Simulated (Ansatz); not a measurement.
# Na on V(110): change of the work function

How does Na on the shortbridge site change the work function of V(110) as the layer fills?

Main program and level: Ansatz 0.2.0; plane-wave DFT, PBE, Ansatz PAW.

### Step 1. Starting point

The cell holds 4 atoms: 4 V. Its edges and angles: a = 2.615 Å, b = 2.615 Å, c = 24.406 Å, α = 90.0°, β = 90.0°, γ = 70.5°. Vacuum lies along c.

### Step 2. The clean slab

The bare slab comes first, as the zero from which every change is counted. The two lowest layers are held at bulk places and the upper ones relax. The dipole correction removes the false field that a one-sided slab makes across the periodic vacuum, so each face gets a flat vacuum level of its own.

Contents of input.yaml:

```yaml
crystal:
  lattice:
    - [2.1354624792, -1.51, 0.0]
    - [2.1354624792, 1.51, 0.0]
    - [0.0, 0.0, 24.4063874376]
  atoms:
    - { symbol: V, position: [0.0, 0.0, 0.368755926] }
    - { symbol: V, position: [0.5, 0.5, 0.4562519753] }
    - { symbol: V, position: [0.0, 0.0, 0.5437480247] }
    - { symbol: V, position: [0.5, 0.5, 0.631244074] }
kpoints:
  mp_grid: { grid: [12, 12, 1] }
hamiltonian:
  xc: pbe
scf:
  occupations: { method: fermi_dirac, width: 0.1 }
  convergence: { dr2_threshold: 1.0e-08 }
efield:
  axis: 3
  dipole_correction: true
  ramp_position: 0.97
  ramp_width: 0.06
relax:
  f_tol: 0.02
  max_steps: 60
  constraints: [{ sites: [0, 1] }]
output:
  write_potential: true
  write_density: true
  volumetric_format: npy
```

On the command line:

```bash
> ansatz run input.yaml --threads 4 --pin off --max-ram 12288MiB --backend cpu --events-out ev --progress --plain --runs-dir out
```

Numbers of over 12 decimals in the logs are rounded to 6 here.

What it wrote:

```text
Engine: ansatz 0.2.0, aarch64-unknown-linux-gnu
Pseudopotentials: kind: paw
Pseudopotential: V, paw, valence charge 13, recommended cutoff 420 eV (normal), V.paw.azcp
Functional definition: PBE
  parameter kappa = 0.804
  parameter beta = 0.066725
  exchange = pbe_x(kappa = kappa, mu = beta*pi^2/3)
  correlation = pbe_c(beta = beta)
Crystal: 4 atoms, lattice volume = 157.399 Å³
Basis set: ecut = 420 eV, 3051 PW (Γ), exchange–correlation on 36×36×360 points (8 copies of the dense FFT grid, shifted against one another)
Bands: 32, of which v1, the nominal top of the filled ones, is band 26 counted from 1 (25 counted from 0)
Symmetry: 4 space group operations
k-points: 43 of 144
Non-local potential: V, projectors of the file, l = 0: 3, l = 1: 2, l = 2: 3, l = 3: 1
PAW form: soft (Blöchl's): semilocal exchange-correlation on the pseudo side does not see the compensation charge
PAW one-centre angular grid: V, 590 points (default); XC on 64 Gauss nodes
Initial density: superposition of atomic densities (neutral atoms: chi_scale 0, normalization atom), corrected by the library's trained network
Initial wavefunctions: pseudopotential atomic-orbital guess
Functional: x = pbe(κ = 0.804, μ = 0.219515), c = pbe(β = 0.066725)
SCF iter   1: F=—  HF=-11647.722971 eV  |F-HF|=—  |Δ(HF+E_count)|=         —  Δρ=5.17e-3  dr2=2.39e-1  ethr=1.77e-3  p=0.000 e·Å  D=3.95e-14 V/Å  ΔV_dip=-0.00 eV  dr2_dipole=4.30e-7  V_vac-E_F(+/−)=4.79/4.79 eV  ⟨swp⟩=7.5  Hψ=6163  notcnv=0
efield: sawtooth ramp at fractional position 0.9700 (set: `efield.ramp_position`, or a place that a band, a saddle search or an elastic batch's reference lends), width 0.0600; the density the first Hamiltonian is built on has a dipole p = 0.000 e·Å; the dipole correction subtracts the counter field D = 3.95e-14 V/Å, which shifts the + side's vacuum level by -0.00 eV against the − side's; the planar-averaged density in the ramp window peaks in size at 3.1e-5 e/Å³
preconditioner: auto → LDOS  [metal: Δε(μ)=0.005 eV  Ē_g=2.720 eV  σ=0.100 eV  W_gap=0.01  n_scr=16 (ndim 8)  ℏωp=13.2 eV  f_vac=0.577  D(μ)=7.21/eV (n_scr^D=66)  β→1.0]
SCF iter   2: F=—  HF=-11647.718341 eV  |F-HF|=—  |Δ(HF+E_count)|=   4.63e-3  Δρ=4.09e-3  dr2=4.12e-2  ethr=4.60e-4  p=0.000 e·Å  D=8.66e-6 V/Å  ΔV_dip=-0.00 eV  dr2_dipole=3.27e-7  V_vac-E_F(+/−)=4.73/4.73 eV  ⟨swp⟩=2.2  Hψ=2346  notcnv=0
SCF iter   3: F=—  HF=-11647.712169 eV  |F-HF|=—  |Δ(HF+E_count)|=   6.17e-3  Δρ=1.63e-3  dr2=5.49e-3  ethr=7.93e-5  p=-0.000 e·Å  D=-5.94e-5 V/Å  ΔV_dip=0.00 eV  dr2_dipole=2.00e-7  V_vac-E_F(+/−)=4.78/4.78 eV  ⟨swp⟩=2.9  Hψ=2799  notcnv=0
SCF iter   4: F=—  HF=-11647.711404 eV  |F-HF|=—  |Δ(HF+E_count)|=   7.65e-4  Δρ=2.50e-4  dr2=1.30e-4  ethr=1.06e-5  p=-0.000 e·Å  D=-5.15e-6 V/Å  ΔV_dip=0.00 eV  dr2_dipole=2.10e-7  V_vac-E_F(+/−)=4.77/4.77 eV  ⟨swp⟩=2.2  Hψ=1913  notcnv=0
SCF iter   5: F=—  HF=-11647.711519 eV  |F-HF|=—  |Δ(HF+E_count)|=   1.15e-4  Δρ=1.30e-4  dr2=3.74e-5  ethr=2.49e-7  p=-0.000 e·Å  D=-1.68e-5 V/Å  ΔV_dip=0.00 eV  dr2_dipole=3.96e-7  V_vac-E_F(+/−)=4.78/4.78 eV  ⟨swp⟩=3.3  Hψ=2770  notcnv=0
SCF iter   6: F=—  HF=-11647.711468 eV  |F-HF|=—  |Δ(HF+E_count)|=   5.04e-5  Δρ=5.82e-5  dr2=6.46e-6  ethr=7.20e-8  p=0.000 e·Å  D=1.78e-6 V/Å  ΔV_dip=-0.00 eV  dr2_dipole=5.18e-8  V_vac-E_F(+/−)=4.78/4.78 eV  ⟨swp⟩=2.0  Hψ=2040  notcnv=0
SCF iter   7: F=—  HF=-11647.711475 eV  |F-HF|=—  |Δ(HF+E_count)|=   6.46e-6  Δρ=1.38e-5  dr2=1.24e-6  ethr=1.24e-8  p=0.000 e·Å  D=2.94e-7 V/Å  ΔV_dip=-0.00 eV  dr2_dipole=9.27e-11  V_vac-E_F(+/−)=4.78/4.78 eV  ⟨swp⟩=2.3  Hψ=2067  notcnv=0
SCF iter   8: F=—  HF=-11647.711475 eV  |F-HF|=—  |Δ(HF+E_count)|=   2.25e-7  Δρ=8.76e-6  dr2=3.90e-7  ethr=2.38e-9  p=0.000 e·Å  D=1.60e-7 V/Å  ΔV_dip=-0.00 eV  dr2_dipole=6.42e-11  V_vac-E_F(+/−)=4.78/4.78 eV  ⟨swp⟩=2.1  Hψ=1773  notcnv=0
SCF iter   9: F=—  HF=-11647.711475 eV  |F-HF|=—  |Δ(HF+E_count)|=   6.85e-8  Δρ=2.29e-6  dr2=1.32e-8  ethr=7.49e-10  p=0.000 e·Å  D=7.52e-7 V/Å  ΔV_dip=-0.00 eV  dr2_dipole=5.50e-10  V_vac-E_F(+/−)=4.79/4.79 eV  ⟨swp⟩=1.9  Hψ=1602  notcnv=0
SCF iter  10: F=-11647.711475 eV  HF=-11647.711475 eV  |F-HF|=4.88e-9  |Δ(HF+E_count)|=   1.55e-8  Δρ=1.08e-6  dr2=2.54e-9  ethr=1.92e-11  p=-0.000 e·Å  D=-1.03e-7 V/Å  ΔV_dip=0.00 eV  dr2_dipole=2.89e-10  V_vac-E_F(+/−)=4.79/4.79 eV  ⟨swp⟩=10.0  Hψ=9046  notcnv=0
SCF 1 converged in 10 iterations: F = -11647.711475 eV  dr2 = 2.54e-9
  greatest PAW one-centre occupation: 1.000 electrons in one spin orbital (limit 2), on the V atom at site 2 (counted from 0), in its partial waves of l = 0
relax step   1: F+E_penalty+E_count = -11647.71147510 eV  Δ(F+E_penalty+E_count) = +0.000e0 eV  max|allowed force component| = 5.561e-1 eV/Å  Δτ_max = 0.0000 Å  (10 SCF iters, accepted)
Initial density: handed on by an earlier stage of this run
Initial wavefunctions: those handed on with the density
SCF iter   1: F=—  HF=-11647.873455 eV  |F-HF|=—  |Δ(HF+E_count)|=         —  Δρ=1.96e-2  dr2=4.06e0  ethr=3.10e-3  p=-0.000 e·Å  D=-1.34e-6 V/Å  ΔV_dip=0.00 eV  dr2_dipole=4.19e-1  V_vac-E_F(+/−)=4.81/4.81 eV  ⟨swp⟩=4.3  Hψ=3721  notcnv=0
efield: sawtooth ramp at fractional position 0.9700 (set: `efield.ramp_position`, or a place that a band, a saddle search or an elastic batch's reference lends), width 0.0600; the density the first Hamiltonian is built on has a dipole p = -0.000 e·Å; the dipole correction subtracts the counter field D = -1.34e-6 V/Å, which shifts the + side's vacuum level by +0.00 eV against the − side's; the planar-averaged density in the ramp window peaks in size at 5.7e-6 e/Å³
preconditioner: auto → LDOS  [metal: Δε(μ)=0.029 eV  Ē_g=2.817 eV  σ=0.100 eV  W_gap=0.07  n_scr=16 (ndim 8)  ℏωp=13.2 eV  f_vac=0.582  D(μ)=6.72/eV (n_scr^D=56)  β→1.0]
SCF iter   2: F=—  HF=-11647.786445 eV  |F-HF|=—  |Δ(HF+E_count)|=   8.70e-2  Δρ=7.00e-3  dr2=4.05e-1  ethr=3.10e-3  p=0.010 e·Å  D=1.11e-2 V/Å  ΔV_dip=-0.27 eV  dr2_dipole=5.04e-3  V_vac-E_F(+/−)=4.49/4.76 eV  ⟨swp⟩=2.0  Hψ=2039  notcnv=0
SCF iter   3: F=—  HF=-11647.765174 eV  |F-HF|=—  |Δ(HF+E_count)|=   2.13e-2  Δρ=2.20e-3  dr2=3.83e-2  ethr=7.78e-4  p=0.002 e·Å  D=2.51e-3 V/Å  ΔV_dip=-0.06 eV  dr2_dipole=4.66e-3  V_vac-E_F(+/−)=4.73/4.80 eV  ⟨swp⟩=2.2  Hψ=2069  notcnv=0
SCF iter   4: F=—  HF=-11647.760736 eV  |F-HF|=—  |Δ(HF+E_count)|=   4.44e-3  Δρ=8.00e-4  dr2=1.87e-3  ethr=7.36e-5  p=0.003 e·Å  D=3.95e-3 V/Å  ΔV_dip=-0.10 eV  dr2_dipole=2.94e-5  V_vac-E_F(+/−)=4.70/4.79 eV  ⟨swp⟩=3.2  Hψ=2665  notcnv=0
[...]
SCF iter   4: F=—  HF=-11647.767063 eV  |F-HF|=—  |Δ(HF+E_count)|=   8.25e-4  Δρ=2.58e-4  dr2=2.11e-4  ethr=9.11e-6  p=0.004 e·Å  D=4.48e-3 V/Å  ΔV_dip=-0.11 eV  dr2_dipole=1.99e-5  V_vac-E_F(+/−)=4.68/4.79 eV  ⟨swp⟩=3.2  Hψ=2446  notcnv=0
SCF iter   5: F=—  HF=-11647.767088 eV  |F-HF|=—  |Δ(HF+E_count)|=   2.53e-5  Δρ=9.68e-5  dr2=1.92e-5  ethr=4.06e-7  p=0.004 e·Å  D=4.36e-3 V/Å  ΔV_dip=-0.11 eV  dr2_dipole=1.54e-7  V_vac-E_F(+/−)=4.69/4.79 eV  ⟨swp⟩=2.5  Hψ=2200  notcnv=0
SCF iter   6: F=—  HF=-11647.767029 eV  |F-HF|=—  |Δ(HF+E_count)|=   5.91e-5  Δρ=3.08e-5  dr2=2.99e-6  ethr=3.70e-8  p=0.004 e·Å  D=4.23e-3 V/Å  ΔV_dip=-0.10 eV  dr2_dipole=1.12e-7  V_vac-E_F(+/−)=4.69/4.79 eV  ⟨swp⟩=2.2  Hψ=1907  notcnv=0
SCF iter   7: F=—  HF=-11647.767039 eV  |F-HF|=—  |Δ(HF+E_count)|=   1.06e-5  Δρ=1.92e-5  dr2=1.17e-6  ethr=5.76e-9  p=0.004 e·Å  D=4.17e-3 V/Å  ΔV_dip=-0.10 eV  dr2_dipole=7.94e-8  V_vac-E_F(+/−)=4.69/4.79 eV  ⟨swp⟩=2.0  Hψ=1803  notcnv=0
SCF iter   8: F=—  HF=-11647.767040 eV  |F-HF|=—  |Δ(HF+E_count)|=   2.45e-7  Δρ=7.93e-6  dr2=2.22e-7  ethr=2.24e-9  p=0.004 e·Å  D=4.13e-3 V/Å  ΔV_dip=-0.10 eV  dr2_dipole=2.35e-9  V_vac-E_F(+/−)=4.69/4.79 eV  ⟨swp⟩=2.1  Hψ=1693  notcnv=0
SCF iter   9: F=—  HF=-11647.767040 eV  |F-HF|=—  |Δ(HF+E_count)|=   3.34e-8  Δρ=1.72e-6  dr2=1.70e-8  ethr=4.27e-10  p=0.004 e·Å  D=4.10e-3 V/Å  ΔV_dip=-0.10 eV  dr2_dipole=1.36e-10  V_vac-E_F(+/−)=4.69/4.79 eV  ⟨swp⟩=2.0  Hψ=1751  notcnv=0
SCF iter  10: F=-11647.767040 eV  HF=-11647.767040 eV  |F-HF|=8.62e-10  |Δ(HF+E_count)|=   4.93e-9  Δρ=6.72e-7  dr2=1.46e-9  ethr=1.92e-11  p=0.004 e·Å  D=4.10e-3 V/Å  ΔV_dip=-0.10 eV  dr2_dipole=5.14e-11  V_vac-E_F(+/−)=4.69/4.79 eV  ⟨swp⟩=9.3  Hψ=8755  notcnv=0
SCF 3 converged in 10 iterations: F = -11647.767040 eV  dr2 = 1.46e-9
relax step   3: F+E_penalty+E_count = -11647.76703977 eV  Δ(F+E_penalty+E_count) = -6.393e-3 eV  max|allowed force component| = 2.959e-2 eV/Å  Δτ_max = 0.0581 Å  (10 SCF iters, accepted)
SCF iter   1: F=—  HF=-11647.767547 eV  |F-HF|=—  |Δ(HF+E_count)|=         —  Δρ=1.11e-3  dr2=1.07e-2  ethr=1.41e-4  p=0.004 e·Å  D=4.10e-3 V/Å  ΔV_dip=-0.10 eV  dr2_dipole=4.82e-4  V_vac-E_F(+/−)=4.69/4.79 eV  ⟨swp⟩=1.7  Hψ=2168  notcnv=0
efield: sawtooth ramp at fractional position 0.9700 (set: `efield.ramp_position`, or a place that a band, a saddle search or an elastic batch's reference lends), width 0.0600; the density the first Hamiltonian is built on has a dipole p = 0.004 e·Å; the dipole correction subtracts the counter field D = 4.10e-3 V/Å, which shifts the + side's vacuum level by -0.10 eV against the − side's; the planar-averaged density in the ramp window peaks in size at 3.9e-6 e/Å³
preconditioner: auto → LDOS  [metal: Δε(μ)=0.005 eV  Ē_g=2.795 eV  σ=0.100 eV  W_gap=0.01  n_scr=16 (ndim 8)  ℏωp=13.2 eV  f_vac=0.583  D(μ)=6.99/eV (n_scr^D=58)  β→1.0]
SCF iter   2: F=—  HF=-11647.767265 eV  |F-HF|=—  |Δ(HF+E_count)|=   2.82e-4  Δρ=3.83e-4  dr2=9.27e-4  ethr=2.05e-5  p=0.003 e·Å  D=3.42e-3 V/Å  ΔV_dip=-0.08 eV  dr2_dipole=7.77e-6  V_vac-E_F(+/−)=4.71/4.80 eV  ⟨swp⟩=1.0  Hψ=1720  notcnv=0
SCF iter   3: F=—  HF=-11647.767204 eV  |F-HF|=—  |Δ(HF+E_count)|=   6.07e-5  Δρ=1.32e-4  dr2=1.17e-4  ethr=1.78e-6  p=0.003 e·Å  D=3.93e-3 V/Å  ΔV_dip=-0.10 eV  dr2_dipole=7.02e-6  V_vac-E_F(+/−)=4.70/4.79 eV  ⟨swp⟩=2.9  Hψ=2496  notcnv=0
SCF iter   4: F=—  HF=-11647.767191 eV  |F-HF|=—  |Δ(HF+E_count)|=   1.28e-5  Δρ=3.63e-5  dr2=6.64e-6  ethr=2.25e-7  p=0.003 e·Å  D=3.85e-3 V/Å  ΔV_dip=-0.09 eV  dr2_dipole=8.01e-7  V_vac-E_F(+/−)=4.70/4.79 eV  ⟨swp⟩=2.3  Hψ=2013  notcnv=0
SCF iter   5: F=—  HF=-11647.767140 eV  |F-HF|=—  |Δ(HF+E_count)|=   5.11e-5  Δρ=1.09e-5  dr2=3.80e-7  ethr=1.28e-8  p=0.003 e·Å  D=3.86e-3 V/Å  ΔV_dip=-0.09 eV  dr2_dipole=4.13e-8  V_vac-E_F(+/−)=4.70/4.79 eV  ⟨swp⟩=2.0  Hψ=1797  notcnv=0
SCF iter   6: F=—  HF=-11647.767140 eV  |F-HF|=—  |Δ(HF+E_count)|=   3.88e-7  Δρ=3.23e-6  dr2=2.97e-8  ethr=7.30e-10  p=0.003 e·Å  D=3.88e-3 V/Å  ΔV_dip=-0.09 eV  dr2_dipole=1.05e-11  V_vac-E_F(+/−)=4.70/4.79 eV  ⟨swp⟩=2.2  Hψ=1826  notcnv=0
SCF iter   7: F=-11647.767140 eV  HF=-11647.767140 eV  |F-HF|=2.71e-9  |Δ(HF+E_count)|=   2.19e-8  Δρ=1.91e-6  dr2=9.42e-9  ethr=1.92e-11  p=0.003 e·Å  D=3.89e-3 V/Å  ΔV_dip=-0.09 eV  dr2_dipole=3.24e-10  V_vac-E_F(+/−)=4.70/4.79 eV  ⟨swp⟩=9.7  Hψ=8979  notcnv=0
SCF 4 converged in 7 iterations: F = -11647.767140 eV  dr2 = 9.42e-9
relax step   4: F+E_penalty+E_count = -11647.76714041 eV  Δ(F+E_penalty+E_count) = -1.006e-4 eV  max|allowed force component| = 5.378e-4 eV/Å  Δτ_max = 0.0078 Å  (7 SCF iters, accepted)
NSCF: frozen V_eff on 43 k-points
the band table was solved once a step of the walk had ended and its energy, with any forces and stress, was formed, with the checks that follow a solve (7185 applications of the Hamiltonian). They found nothing against the state; the energy, forces and stress were not computed again (output.eigenvalues in the input reference)
WARN: The input density's exchange-correlation potential varies sharply where the density is thin. Do not read a vacuum level from v_tot or v_xc, or from such a field of the output density. On a cell that repeats whose density bears no net charge and no dipole along the vacuum's axis use v_es (v_loc + v_h of the components); under efield.dipole_correction with no amplitude use v_es + v_field, which holds any external [...]
SCF converged after 7 iterations
Free energy (F): -11647.767140 eV
Harris-Foulkes:  -11647.767140 eV  (|F-HF|=2.71e-9)
Internal energy: -11647.538836 eV  (E = F + TS)
E sigma→0 (E₀):  -11647.652988 eV
Entropy (-TS):   -0.228304 eV (-57.076 meV/atom)
Fermi energy:    2.732027 eV
Dipole field:    D = 0.003863 V/Å  (p = 0.003360 e·Å, saw-weighted, corrected)
Work function:   Φ+ = 4.6991 eV   Φ− = 4.7933 eV
Levels:          The Fermi level and band energies are counted from a zero that moves with the ramp; work functions are not
--- Per-component energies (eV) ---
  E_band       = -1299.172319
  E_kinetic    = 1340.922271
  E_local      = -72367.313761  (includes V_loc(G=0)·N_el)
  E_nonlocal   = -179.140968
  E_hartree    = 35678.237960
  E_xc         = -518.672983
  E_vxc        = -657.245186  (∫ρ·V_xc dr)
  E_paw        = -4452.040347  (= ΣΔE_a)
  E_vpaw       = -792.878697  (= ΣTr[D̂ρ^β])
  E_aug_tail   = 0.001056  (compensation charges beyond the density's cutoff)
  E_efield     = 0.000006  (sawtooth field / dipole correction)
  E_vefield    = 0.012276  (∫n·V_field dr)
  E_ewald      = 28850.467928
  E_smearing   = -0.228304  (= −TS)
  E_closure    = 0.000000  (closes the sum)
  Σ components = -11647.767140   (vs F -11647.767140, Δ=0.00e0)
--- Forces (eV/Å), atoms counted from 1 ---
  atom   1  V      0.00000000     0.00000000     0.56659817
  atom   2  V     -0.00000000     0.00000000    -0.56615788
  atom   3  V     -0.00000000     0.00000000    -0.00053782
  atom   4  V      0.00000000     0.00000000     0.00014266
  max |Σ_I F_I| component: 4.51e-5 eV/Å
--- Band table (eV; the first three rows and the last of 43) ---
  k-point 0: bands = [... 22 lower, 2.3073, 2.4877, 2.5236, 3.0056, 3.0062, 3.1422, 3.2161, 4.0113, ... 2 higher]
  k-point 1: bands = [... 22 lower, 2.2552, 2.4617, 2.5296, 2.8708, 2.9855, 3.1411, 3.2520, 3.7202, ... 2 higher]
  k-point 2: bands = [... 22 lower, 2.1404, 2.3394, 2.4936, 2.5538, 2.7271, 3.0432, 3.4687, 3.5554, ... 2 higher]
  k-point 42: bands = [... 22 lower, 1.7050, 2.0457, 2.7250, 3.9432, 4.2407, 4.3045, 4.6264, 4.9361, ... 2 higher]
--- Relaxed structure (4 steps of the walk, 4 accepted, 0 SCFs on fresh bases) ---
  F+E_penalty+E_count = -11647.76714041 eV   max|allowed force component| = 5.378e-4 eV/Å
  atoms:
    - { symbol: V, position: [0.0, 0.0, 0.368756] }
    - { symbol: V, position: [0.500000, 0.500000, 0.4562519753] }
    - { symbol: V, position: [-1.5947390920393821e-18, -1.5947390920393821e-18, 0.542072] }
    - { symbol: V, position: [0.500000, 0.500000, 0.622915] }
```

Elapsed: 25 s, on 4 threads of Arm Neoverse V1, shared host; peak memory 0.51 GiB.

This run has no spin polarisation, although V can carry a moment.

The steps of the relaxation:

| step | energy less that of the first step (eV) | largest force component (eV/Å) |
| --- | --- | --- |
| 1 | 0.0000 | 0.5561 |
| 2 | -0.0492 | 0.2232 |
| 3 | -0.0556 | 0.0296 |
| 4 | -0.0557 | 0.0005 |

The run keeps the 4 symmetry operations that it works with, so distortions that break them were not tested.

The atoms that moved most (Å):

| atom | dx | dy | dz | length |
| --- | --- | --- | --- | --- |
| V4 | 0.000 | 0.000 | -0.203 | 0.203 |
| V3 | 0.000 | 0.000 | -0.041 | 0.041 |

The relaxed structure:

```xyz
4
Lattice="2.1355 -1.5100 0.0000 2.1355 1.5100 0.0000 0.0000 0.0000 24.4064" Properties=species:S:1:pos:R:3
V     0.0000    0.0000    9.0000
V     2.1355    0.0000   11.1355
V     0.0000    0.0000   13.2300
V     2.1355    0.0000   15.2031
```

This step gave:

* energy at zero smearing: -11647.6530 eV
* work function, upper face: 4.699 eV
* work function, lower face: 4.793 eV
* dipole along the normal: 0.003360 e·Å
* step between the vacuum levels: -0.09429 eV

Running mean over 2.135 Å of the planar mean; the ramp of the sawtooth is left out. The electron's electrostatic potential energy less the Fermi level by z:

z (Å), electron's electrostatic potential energy less the Fermi level (eV) and a bar from the least value:
```
      3.0       4.79 ##############################
      3.5       4.79 ##############################
      4.0       4.79 ##############################
      4.5       4.79 ##############################
      5.0       4.78 ##############################
      5.5       4.75 ##############################
      6.0       4.66 ##############################
      6.5       4.37 #############################
      7.0       3.50 ###########################
      7.5       0.95 ######################
      8.0      -3.01 #############
      8.5      -6.52 #####
      9.0      -7.87 ##
      9.5      -7.87 ##
     10.0      -7.76 ###
     10.5      -7.73 ###
     11.0      -7.74 ###
     11.5      -7.88 ##
     12.0      -8.01 ##
     12.5      -8.00 ##
     13.0      -7.90 ##
     13.5      -8.31 #
     14.0      -8.88 
     14.5      -8.92 
     15.0      -8.41 #
     15.5      -7.45 ###
     16.0      -4.63 #########
     16.5      -0.66 ##################
     17.0       2.67 #########################
     17.5       4.04 ############################
     18.0       4.48 #############################
     18.5       4.63 ##############################
     19.0       4.68 ##############################
     19.5       4.69 ##############################
     20.0       4.70 ##############################
     20.5       4.70 ##############################
     21.0       4.70 ##############################
```

The relaxation took 4 steps and lowered the energy by 0.056 eV; the largest force on the free atoms ends at 5.4e-4 eV/Å.

The work function of the upper face is 4.70 eV.

(Continued in part 2 of 5.)

[Logs are printed without paths, hosts, clocks, repeated set-up lines and the standing remarks that a program may print on its own settings, such as how far it seeks lower states.]

[Hosts, paths, dates, database ids (printed as entryN), source tags and the programs' standing remarks are cut or masked in the printed files.]

[Maps of the electrostatic potential energy from Ansatz leave out the sawtooth potential of an applied field or a dipole correction, so their vacuum need not be flat; planar profiles and work functions include it.]
